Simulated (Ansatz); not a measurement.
# Meshes and cutoff for the phonons of NaCl (Fm-3m), part 3 of 4

Wanted: convergence of the phonons of NaCl (Fm-3m) against cost.

Ansatz 0.2.0; DFT PBEsol, scalar-relativistic, plane waves, PAW.

So far. Step 10 (Another k mesh, k-mesh 6×6×6, q mesh 2×2×2): The highest optical mode at the zone centre (no LO-TO term) is 166.4 cm⁻¹, +0.0 cm⁻¹ against the base run. Step 11 (Another k mesh, q mesh 2×2×2): The highest optical mode at the zone centre (no LO-TO term) is 166.4 cm⁻¹, +0.0 cm⁻¹ against the base run. The relaxed cell has a = 5.602 Å (conventional setting).

The database entry behind the starting cell differs from later determinations by our own check (an axis about 0.4 % short against later determinations), so it need not match the best structure at ambient conditions.

## Step 12: Another k mesh, k-mesh 12×12×12, q mesh 2×2×2

The k mesh is changed to 12×12×12 on a small fixed q mesh, to find the coarsest that serves.

input.yaml

```yaml
crystal:
  lattice:
    - [0.0, 2.8009522132, 2.8009522132]
    - [2.8009522132, 0.0, 2.8009522132]
    - [2.8009522132, 2.8009522132, 0.0]
  atoms:
    - { symbol: Na, position: [0.0, 0.0, 0.0] }
    - { symbol: Cl, position: [0.5, 0.5, 0.5] }
kpoints:
  mp_grid: { grid: [12, 12, 12] }
hamiltonian:
  xc: pbesol
scf:
  occupations: { method: fixed }
output:
  eigenvalues: true
phonons:
  method: dfpt
  dielectric: true
  rigid_motions: translations
  qmesh: [2, 2, 2]
  temperatures: { t_max: 1000, t_step: 50 }
  qpath:
    path:
      - [[0.0, 0.0, 0.0], [0.5, 0.0, 0.5], [0.625, 0.25, 0.625]]
      - [[0.375, 0.375, 0.75], [0.0, 0.0, 0.0], [0.5, 0.5, 0.5], [0.5, 0.25, 0.75], [0.5, 0.0, 0.5]]
    npoints: 10
```

Command:

```sh
> ansatz run input.yaml --threads 4 --pin off --max-ram 7168MiB --backend cpu --events-out ev --progress --plain --runs-dir out
```

Numbers of over 12 decimals in the logs are rounded to 6 here.

The log of the run:

```text
[...]
Crystal: 2 atoms, lattice volume = 43.949 Å³
Basis set: ecut = 420 eV, 869 PW (Γ), exchange–correlation on 54×54×54 points (8 copies of the dense FFT grid, shifted against one another)
Bands: 12, of which v1, the nominal top of the filled ones, is band 8 counted from 1 (7 counted from 0)
Symmetry: 48 space group operations
k-points: 163 of 1728 (irreducible under 8 space group operations, time reversal used)
[...]
optical modes at Γ + LO–TO along q̂ = [0.0000, 1.0000, 0.0000]:
      ω (cm⁻¹)  modes    IR ((D/Å)²/amu)
        166.38      2             3.9440
        254.90      1             1.9720
  optical modes at Γ + LO–TO along q̂ = [0.0000, 0.0000, 1.0000]:
      ω (cm⁻¹)  modes    IR ((D/Å)²/amu)
        166.38      2             3.9440
        254.90      1             1.9720
--- Phonons (arbitrary-q DFPT): 3 irreducible q on the 2×2×2 mesh ---
[...]
interpolated dispersion: 63 rows × 6 modes
[...]
[key lines of the parts left out:]
SCF converged after 8 iterations
Free energy (F): -2540.286663 eV
Fermi energy:    1.203675 eV
```

The job ended after 33 s (4 threads of Arm Neoverse V1, shared host; peak memory 0.85 GiB).

The highest optical mode at the zone centre (no LO-TO term) is 166.4 cm⁻¹, +0.0 cm⁻¹ against the base run.

## Step 13: Side by side

Times are for 4 threads of Arm Neoverse V1, shared host. The series side by side:

```
no.    k-mesh  lowest mode on the q mesh (acoustic modes at Γ apart) (cm⁻¹)  highest frequency on the path or at a solved wavevector (cm⁻¹)   time  memory (GiB)
  1     6×6×6                                                          81.2                                                           254.9  9.6 s          0.47
  2     8×8×8                                                          81.2                                                           254.9   12 s          0.49
  3  12×12×12                                                          81.2                                                           254.9   33 s          0.85
```

The runs together. Table of phonon density of states by wavenumber; read off at these points; values in 1/cm⁻¹/cell:

```
wavenumber (cm⁻¹)    6×6×6  8×8×8 = 12×12×12
                1        0                 0
                7   5.0e-5            5.0e-5
               15   3.0e-4            3.0e-4
               21   6.5e-4            6.5e-4
               29  0.00145           0.00145
               35  0.00215           0.00215
               43  0.00348           0.00348
               49  0.00473           0.00473
               55  0.00653           0.00653
               63  0.00959           0.00959
               69   0.0128            0.0128
               77   0.0202            0.0202
               83   0.0339            0.0339
               91   0.0368            0.0368
               97   0.0387            0.0387
              103   0.0433            0.0433
              111   0.0452            0.0452
              115   0.0666            0.0666
              117   0.0482            0.0483
              125   0.0102            0.0102
              131   0.0436            0.0436
              137   0.0577            0.0577
              139   0.0505            0.0505
              145   0.0325            0.0325
              153   0.0483            0.0483
              155   0.0664            0.0664
              159   0.0492            0.0492
              165   0.0529            0.0529
              173   0.0696            0.0696
              177   0.0804            0.0804
              179   0.0638            0.0638
              185   0.0703            0.0704
              187   0.0239            0.0239
              193   0.0169            0.0169
              201   0.0149            0.0149
              207   0.0144            0.0144
              213   0.0144            0.0144
              221   0.0105            0.0105
              227  0.00866           0.00866
              235  0.00673           0.00673
              241  0.00539           0.00539
              249   0.0033            0.0033
              255   7.0e-5            7.0e-5
```

The runs together, line C_V. Table of C_V, 6×6×6 = 8×8×8 = 12×12×12 by temperature:

```csv
temperature (K),"C_V, 6×6×6 = 8×8×8 = 12×12×12 (J/mol-atom/K)"
0,0
50,8.21
100,17.7
150,21.2
200,22.7
250,23.5
300,23.9
350,24.2
400,24.4
450,24.5
500,24.6
550,24.6
600,24.7
650,24.7
700,24.7
750,24.8
800,24.8
850,24.8
900,24.8
950,24.8
1000,24.8
```

## Step 14: Another cutoff, cutoff 170 eV, q mesh 2×2×2

The cutoff is set to 170 eV on a small fixed q mesh.

Edit input.yaml of step 12 so:

```diff
@@ -9,3 +9,3 @@
 kpoints:
-  mp_grid: { grid: [12, 12, 12] }
+  mp_grid: { grid: [8, 8, 8] }
 hamiltonian:
@@ -18,4 +18,2 @@
   method: dfpt
-  dielectric: true
-  rigid_motions: translations
   qmesh: [2, 2, 2]
@@ -27 +25,3 @@
     npoints: 10
+basis:
+  ecutwfc: 170
```

The log of the run:

```text
Warning: basis.ecutwfc = 170 eV is below the records' recommended 420 eV, and the density's cutoff is lower with it unless basis.ecutrho_ratio is high enough to keep the records' density cutoff: compare with a run at a higher cutoff
[...]
Crystal: 2 atoms, lattice volume = 43.949 Å³
Basis set: ecut = 170 eV, 229 PW (Γ), exchange–correlation on 36×36×36 points (8 copies of the dense FFT grid, shifted against one another)
Bands: 12, of which v1, the nominal top of the filled ones, is band 8 counted from 1 (7 counted from 0)
Symmetry: 48 space group operations
k-points: 29 of 512
[...]
SCF iter   1: F=—  HF=-2531.467750 eV  |F-HF|=—  |Δ(HF+E_count)|=         —  Δρ=7.87e-2  dr2=8.83e-1  ethr=1.77e-3  ⟨swp⟩=3.9  Hψ=1789  notcnv=0  defer=21
[...]
SCF iter   8: F=-2530.602755 eV  HF=-2530.602755 eV  |F-HF|=1.36e-12  |Δ(HF+E_count)|=  2.48e-10  Δρ=2.42e-8  dr2=1.73e-13  ethr=1.00e-12  ⟨swp⟩=3.0  Hψ=1470  notcnv=0
SCF 1 converged in 8 iterations: F = -2530.602755 eV  dr2 = 1.73e-13
[...]
k-points: 59 of 512 (irreducible under 8 space group operations, time reversal used)
[...]
SCF iter   2: F=-2530.602755 eV  HF=-2530.602755 eV  |F-HF|=4.55e-13  |Δ(HF+E_count)|=  3.58e-10  Δρ=2.14e-8  dr2=3.36e-13  ethr=1.00e-12  ⟨swp⟩=4.8  Hψ=2650  notcnv=0
SCF 2 converged in 2 iterations: F = -2530.602755 eV  dr2 = 3.36e-13
[...]
SCF converged after 8 iterations
Free energy (F): -2530.602755 eV
[...]
Internal energy: -2530.602755 eV  (E = F + TS)
E sigma→0 (E₀):  -2530.602755 eV
Fermi energy:    1.355981 eV
[...]
--- Band table (eV; the first three rows and the last of 29) ---
  k-point 0: bands = [... 4 lower, -11.5820, 1.3560, 1.3560, 1.3560, 6.1343, 12.2715, 12.2715, 12.2715]
  k-point 1: bands = [... 4 lower, -11.5310, 0.9040, 1.2922, 1.2922, 6.6665, 11.7501, 12.5212, 12.5212]
  k-point 2: bands = [... 4 lower, -11.4103, 0.1321, 1.1681, 1.1681, 7.6898, 11.1742, 12.5969, 12.5969]
  k-point 28: bands = [... 4 lower, -11.1598, 0.0343, 0.0343, 0.4551, 10.0333, 10.8810, 10.8810, 12.5905]
[...]
ASR residual: 5.958e-2 → 0.000e0 eV/Å²; symmetrization residual: 4.928e-6 eV/Å²
  ASR residual per site (eV/Å²): 5.96e-2 1.82e-2
  Γ frequencies (cm⁻¹): 0.00 0.00 0.00 124.89 124.89 124.89
  Unit cell's response to a homogeneous field, on a k mesh of 8×8×8: 1 representative field direction (Σ response iterations 9)
  ε∞ (high-frequency dielectric tensor):
        2.601110    -0.000000    -0.000000
       -0.000000     2.601110    -0.000000
        0.000000    -0.000000     2.601110
  ε⁰ (static dielectric tensor): not given — the deck does not say what the cell's rigid motions are, and on a molecule in a box or a wire the rigid rotations would enter the sum over the modes at Γ. For a crystal or a slab, whose only rigid motions are the translations, set phonons.rigid_motions: translations.
  Born effective charges Z* (e; rows j = field, columns β = displacement):
    site 0:
         1.09503   -0.00000    0.00000
        -0.00000    1.09503   -0.00000
        -0.00000   -0.00000    1.09503
    site 1:
        -1.09503    0.00000    0.00000
         0.00000   -1.09503    0.00000
         0.00000    0.00000   -1.09503
  Z* charge neutrality: 1.403e-3 e pre-enforcement
[...]
optical modes at Γ without the LO–TO term, one row a degenerate level:
      ω (cm⁻¹)  modes    IR ((D/Å)²/amu)
        124.89      3             5.9510
  optical modes at Γ + LO–TO along q̂ = [1.0000, 0.0000, 0.0000]:
      ω (cm⁻¹)  modes    IR ((D/Å)²/amu)
        124.89      2             3.9673
        229.37      1             1.9837
  optical modes at Γ + LO–TO along q̂ = [0.0000, 1.0000, 0.0000]:
      ω (cm⁻¹)  modes    IR ((D/Å)²/amu)
        124.89      2             3.9673
        229.37      1             1.9837
  optical modes at Γ + LO–TO along q̂ = [0.0000, 0.0000, 1.0000]:
      ω (cm⁻¹)  modes    IR ((D/Å)²/amu)
        124.89      2             3.9673
        229.37      1             1.9837
--- Phonons (arbitrary-q DFPT): 3 irreducible q on the 2×2×2 mesh ---
[...]
interpolated dispersion: 63 rows × 6 modes
[...]
```

Run time: 4.9 s. Hardware: 4 threads; peak memory 0.39 GiB.

The run finished; it serves as a test, and its numbers are not taken as the result.

## Step 15: Another cutoff, cutoff 230 eV, q mesh 2×2×2

The cutoff is set to 230 eV on a small fixed q mesh.

Edit input.yaml of step 14 so:

```diff
@@ -26,2 +26,2 @@
 basis:
-  ecutwfc: 170
+  ecutwfc: 230
```

The log of the run:

```text
[...]
Crystal: 2 atoms, lattice volume = 43.949 Å³
Basis set: ecut = 230 eV, 331 PW (Γ), exchange–correlation on 40×40×40 points (8 copies of the dense FFT grid, shifted against one another)
Bands: 12, of which v1, the nominal top of the filled ones, is band 8 counted from 1 (7 counted from 0)
Symmetry: 48 space group operations
k-points: 29 of 512
[...]
SCF iter   1: F=—  HF=-2539.271454 eV  |F-HF|=—  |Δ(HF+E_count)|=         —  Δρ=1.89e-2  dr2=4.94e-2  ethr=1.77e-3  ⟨swp⟩=4.3  Hψ=1926  notcnv=0  defer=22
[...]
SCF iter   7: F=-2539.235685 eV  HF=-2539.235685 eV  |F-HF|=9.09e-13  |Δ(HF+E_count)|=  4.31e-10  Δρ=7.43e-8  dr2=2.01e-12  ethr=1.00e-12  ⟨swp⟩=4.8  Hψ=1949  notcnv=0
SCF 1 converged in 7 iterations: F = -2539.235685 eV  dr2 = 2.01e-12
[...]
k-points: 59 of 512 (irreducible under 8 space group operations, time reversal used)
[...]
SCF iter   2: F=-2539.235685 eV  HF=-2539.235685 eV  |F-HF|=1.36e-12  |Δ(HF+E_count)|=  7.12e-10  Δρ=3.09e-8  dr2=2.12e-13  ethr=1.00e-12  ⟨swp⟩=5.2  Hψ=2597  notcnv=0
SCF 2 converged in 2 iterations: F = -2539.235685 eV  dr2 = 2.12e-13
[...]
SCF converged after 7 iterations
Free energy (F): -2539.235685 eV
[...]
Internal energy: -2539.235685 eV  (E = F + TS)
E sigma→0 (E₀):  -2539.235685 eV
Fermi energy:    1.211873 eV
[...]
--- Band table (eV; the first three rows and the last of 29) ---
  k-point 0: bands = [... 4 lower, -11.4951, 1.2119, 1.2119, 1.2119, 6.2095, 12.1633, 12.1633, 12.1633]
  k-point 1: bands = [... 4 lower, -11.4450, 0.8174, 1.1671, 1.1671, 6.7233, 11.6109, 12.3579, 12.3579]
  k-point 2: bands = [... 4 lower, -11.3205, 0.0454, 1.0630, 1.0630, 7.6992, 11.0859, 12.4628, 12.4628]
  k-point 28: bands = [... 4 lower, -11.0641, -0.0586, -0.0586, 0.4088, 10.0138, 10.7591, 10.7591, 12.4980]
[...]
ASR residual: 5.496e-3 → 0.000e0 eV/Å²; symmetrization residual: 5.698e-7 eV/Å²
  ASR residual per site (eV/Å²): 5.50e-3 2.32e-3
  Γ frequencies (cm⁻¹): 0.00 0.00 0.00 178.18 178.18 178.18
[...]
ε∞ (high-frequency dielectric tensor):
        2.564121    -0.000000     0.000000
        0.000000     2.564121    -0.000000
        0.000000     0.000000     2.564121
[...]
Born effective charges Z* (e; rows j = field, columns β = displacement):
    site 0:
         1.08702   -0.00000    0.00000
        -0.00000    1.08702   -0.00000
        -0.00000   -0.00000    1.08702
    site 1:
        -1.08702    0.00000    0.00000
         0.00000   -1.08702    0.00000
         0.00000    0.00000   -1.08702
  Z* charge neutrality: 1.543e-4 e pre-enforcement
[...]
optical modes at Γ without the LO–TO term, one row a degenerate level:
      ω (cm⁻¹)  modes    IR ((D/Å)²/amu)
        178.18      3             5.8643
  optical modes at Γ + LO–TO along q̂ = [1.0000, 0.0000, 0.0000]:
      ω (cm⁻¹)  modes    IR ((D/Å)²/amu)
        178.18      2             3.9095
        262.19      1             1.9548
  optical modes at Γ + LO–TO along q̂ = [0.0000, 1.0000, 0.0000]:
      ω (cm⁻¹)  modes    IR ((D/Å)²/amu)
        178.18      2             3.9095
        262.19      1             1.9548
  optical modes at Γ + LO–TO along q̂ = [0.0000, 0.0000, 1.0000]:
      ω (cm⁻¹)  modes    IR ((D/Å)²/amu)
        178.18      2             3.9095
        262.19      1             1.9548
--- Phonons (arbitrary-q DFPT): 3 irreducible q on the 2×2×2 mesh ---
[...]
interpolated dispersion: 63 rows × 6 modes
[...]
```

Run time: 5.6 s. Hardware: 4 threads; peak memory 0.43 GiB; 19 s of CPU time.

The run finished; it serves as a test, and its numbers are not taken as the result.

(Continued in part 4 of 4.)

[Logs are printed without paths, hosts, clocks, repeated set-up lines and the standing remarks that a program may print on its own settings, such as how far it seeks lower states.]

[Hosts, paths, dates, database ids (printed as entryN), source tags and the programs' standing remarks are cut or masked in the printed files.]
